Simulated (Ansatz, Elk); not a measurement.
**YMg2Si2: X-ray structure factors from the self-consistent density**

Structure refinements treat a crystal as free atoms side by side. For a made-up structure of YMg2Si2 (cell and positions from a PBE relaxation) the runs below show what the calculated density changes in F(hkl).

Method: DFT, PBE, all-electron APW+lo, Dirac cores, scalar-relativistic bands, static density, no spin, in Elk 11.2.3 (patched build).

This account leaves out most program logs.

The structure was built from a prototype and need not be the compound's stable phase.

## Step 1: Starting point

The structure is tetragonal, space group I4/mmm (No. 139). The conventional cell has a = 4.181 Å, b = 4.181 Å, c = 11.580 Å, α = 90.00°, β = 90.00°, γ = 90.00°. Y has 8 Si at 3.18 Å nearest. Si has 1 Si at 2.35 Å and 4 Mg at 2.71 Å and 4 Y at 3.18 Å nearest. Mg has 4 Si at 2.71 Å and 4 Mg at 2.96 Å nearest. Farther neighbours are not listed.

## Step 2: Ground state and structure factors

An all-electron density is needed, since X-rays see the cores too. Task 0 finds the density and task 195 Fourier-transforms it; tshift is off so that phases refer to the origin typed.

Input file elk.in:

```
tasks
  0
  195

xctype
  20

spinpol
  .false.

rgkmax
  7.0

gmaxvr
  14.0

lmaxo
  7

lmaxapw
  8

swidth
  0.002

tshift
  .false.

ramdisk
  .false.

hmaxvr
  5.5

maxscl
  120

epspot
  1e-06

sppath
  './'

avec
  -3.95083092504 3.95083092504 10.94150205979
  3.95083092504 -3.95083092504 10.94150205979
  3.95083092504 3.95083092504 -10.94150205979

atoms
  3
  'Y.in'
  1
  -0.0000000000 -0.0000000000 0.0000000000   0.000000 0.000000 0.000000
  'Si.in'
  2
  0.6013977425 0.6013977425 0.0000000000   0.000000 0.000000 0.000000
  0.3986022575 0.3986022575 0.0000000000   0.000000 0.000000 0.000000
  'Mg.in'
  2
  0.2500000000 0.7500000000 0.5000000000   0.000000 0.000000 0.000000
  0.7500000000 0.2500000000 0.5000000000   0.000000 0.000000 0.000000

ngridk
  8 8 8
```

On the command line:

```console
OMP_NUM_THREADS=4 elk
```

The job ended after 35 s (4 threads of Arm Neoverse V2, shared host; peak memory 0.21 GiB; 1.7 min of CPU time).

SFACRHO.OUT:

```text

h k l indices transformed by vhmat matrix:
   1.000000000       0.000000000       0.000000000    
   0.000000000       1.000000000       0.000000000    
   0.000000000       0.000000000       1.000000000    

      h      k      l  multipl.   |H|            Re(F)            Im(F)           |F|

      0      0      0      1   0.0000000       90.999999     -0.23919630E-16   90.999999    
      1      1     -1      2  0.57425254       21.990624     -0.23180186E-14   21.990624    
     -1      0      0      8  0.84542357       15.456887      -0.0000000       15.456887    
      1     -1      0      4   1.1245439       34.464279     -0.37856882E-17   34.464279    
     -2     -2      2      2   1.1485051       32.676514     -0.43230445E-14   32.676514    
      1      2     -2      8   1.1722939       38.529228      -0.0000000       38.529228    
     -2      0      1      8   1.2626817       54.453417     -0.76407530E-15   54.453417    
      1     -1     -1      4   1.5903453       63.082266      0.23163782E-14   63.082266    
     -2     -2      1      8   1.6073777      -2.1770455     -0.52275249E-14   2.1770455    
      2      3     -2      8   1.6411389       46.235356      -0.0000000       46.235356    
      2      0     -2      8   1.6908471       17.470148     -0.39221455E-14   17.470148    
     -3     -3      3      2   1.7227576      -1.0396904      0.70214882E-14   1.0396904    
      0     -1      2     16   1.8010939       14.026242      -0.0000000       14.026242    
     -1     -3      1      8   1.9616988       28.111867     -0.61835725E-14   28.111867    
     -2     -1      3     16   1.9757204       32.038660      0.11850702E-14   32.038660    
      3      3     -2      8   2.0573023       28.281430      0.16588944E-13   28.281430    
     -4     -3      4      8   2.1614654       29.457008      -0.0000000       29.457008    
      0      0     -2      4   2.2490879       54.634664      0.37176724E-14   54.634664
```

Elk indexes on the primitive cell of elk.in and gives |H| = 4π sin θ/λ in inverse bohr. Below, one row stands for each form hkl of the conventional cell (m members, Friedel mates merged), F is for one primitive cell and the density is static (no thermal factor). Free-atom factors are Waasmaier and Kirfel's, and R is Σm||F|−|F'||/Σm|F|.

```tsv
hkl	m	sin θ/λ (Å⁻¹)	abs F, DFT	neutral atoms	diff.
002	2	0.086	21.991	21.860	+0.130
101	8	0.127	15.457	15.706	-0.249
110	4	0.169	34.464	34.257	+0.207
004	2	0.173	32.676	33.146	-0.470
103	8	0.176	38.529	38.470	+0.059
112	8	0.190	54.453	54.616	-0.162
200	4	0.239	63.082	63.428	-0.345
114	8	0.242	2.177	2.402	-0.225
105	8	0.247	46.235	46.433	-0.198
202	8	0.254	17.470	17.427	+0.043
006	2	0.259	1.040	1.366	-0.326
211	16	0.271	14.026	13.851	+0.175
204	8	0.295	28.112	27.953	+0.159
213	16	0.297	32.039	32.118	-0.079
116	8	0.309	28.281	28.156	+0.125
107	8	0.325	29.457	29.523	-0.066
220	4	0.338	54.635	54.635	+0.000
215	16	0.344	40.374	40.388	-0.014
008	2	0.345	44.438	44.374	+0.064
222	8	0.349	15.608	15.541	+0.068
206	8	0.353	0.860	0.917	-0.056
301	8	0.361	12.125	12.086	+0.040
```

## Step 3: The highest occupied states alone

An energy window below the Fermi level keeps the highest occupied states, to see at which angles they scatter; shallow core shells can lie inside it and anion s states outside. No new self-consistency is needed.

Changes to elk.in since step 2:

```diff
@@ -1,3 +1,2 @@
 tasks
-  0
   195
@@ -40,2 +39,5 @@
 
+wsfac
+  -0.205930 0.535060
+
 sppath
```

On the command line:

```console
OMP_NUM_THREADS=4 elk
```

Wall time 9.8 s (4 threads); peak memory 0.16 GiB; 12 s of CPU time.

States within 12 eV below the Fermi level hold 15.00 electrons; any levels below the window count with the cores. Their amplitudes can exceed the total, where window and core parts have opposite phase:

```tsv
hkl	sin θ/λ (Å⁻¹)	abs F, window	abs F, all
002	0.086	0.957	21.991
101	0.127	2.477	15.457
110	0.169	1.932	34.464
004	0.173	1.490	32.676
103	0.176	0.747	38.529
112	0.190	0.421	54.453
200	0.239	0.004	63.082
114	0.242	0.093	2.177
105	0.247	0.105	46.235
202	0.254	0.210	17.470
```

## Step 4: Another functional

The difference from free atoms is small, so it is set against the change that LDA (Perdew-Wang) makes.

Changes to elk.in since step 3:

```diff
@@ -1,2 +1,3 @@
 tasks
+  0
   195
@@ -4,3 +5,3 @@
 xctype
-  20
+  3
 
@@ -39,5 +40,2 @@
 
-wsfac
-  -0.205930 0.535060
-
 sppath
```

On the command line:

```console
OMP_NUM_THREADS=4 elk
```

Wall time 24 s (4 threads); peak memory 0.17 GiB; 75 s of CPU time.

Against the first run R = 0.09 %; the largest change is -0.054 at 1 1 10.

## Step 5: Basis size

The basis and the expansions that go with it are enlarged, to see whether the differences are converged.

Changes to elk.in since step 4:

```diff
@@ -5,3 +5,3 @@
 xctype
-  3
+  20
 
@@ -11,12 +11,12 @@
 rgkmax
-  7.0
+  8.5
 
 gmaxvr
-  14.0
+  18.0
 
 lmaxo
-  7
+  9
 
 lmaxapw
-  8
+  10
```

On the command line:

```console
OMP_NUM_THREADS=4 elk
```

Run time: 1.7 min. Hardware: 4 threads; peak memory 0.43 GiB.

Against the first run R = 0.00 %; the largest change is -0.003 at 400.

## Step 6: Settings against the effect

```tsv
run	R against the first run (%)	R against neutral atoms, low angle (%)	wall time
PBE, rgkmax 7	0.00	0.59	35 s
LDA (Perdew-Wang)	0.09	0.57	24 s
rgkmax 8.5 with larger expansions	0.00	0.59	1.7 min
```

## Step 7: What came out

| Property | Result |
| --- | --- |
| R against neutral atoms, sin θ/λ < 0.3 Å⁻¹ | 0.59 % |
| R against neutral atoms, 0.3 to 0.78 Å⁻¹ | 0.16 % |

Independent neutral atoms miss the calculated amplitudes by R = 0.59 % below 0.3 Å⁻¹ and 0.16 % from there to 0.78 Å⁻¹; by shells, 1.34 % below 0.15 Å⁻¹ (2 forms), 0.54 % 0.15 to 0.3 (12 forms), 0.13 % 0.3 to 0.45 (21 forms), 0.16 % above 0.45 (114 forms). Bonding, aspherical density and the tables' own atoms all enter these figures, and the runs don't part them. The largest change of an amplitude is -0.47 electrons, at 004. Weak lines can change much in proportion: 006 goes from 1.37 to 1.04. The window's part falls from 15.0 electrons at the origin to at most 0.24 between 0.45 and 0.78 Å⁻¹. Below 0.3 Å⁻¹ the changes that finished (LDA (Perdew-Wang) and rgkmax 8.5 with larger expansions) move F by R = 0.04 % at most, against the 0.59 % that separates it from free atoms. The k-mesh has no finished test. Part of the difference isn't bonding: the tables are fits to free atoms and ions calculated by other methods than this functional. Thermal motion, anomalous dispersion and extinction are left out.

[Logs are printed without paths, hosts, clocks, repeated set-up lines and the standing remarks that a program may print on its own settings, such as how far it seeks lower states.]

[Hosts, paths, dates, database ids (printed as entryN), source tags and the programs' standing remarks are cut or masked in the printed files.]
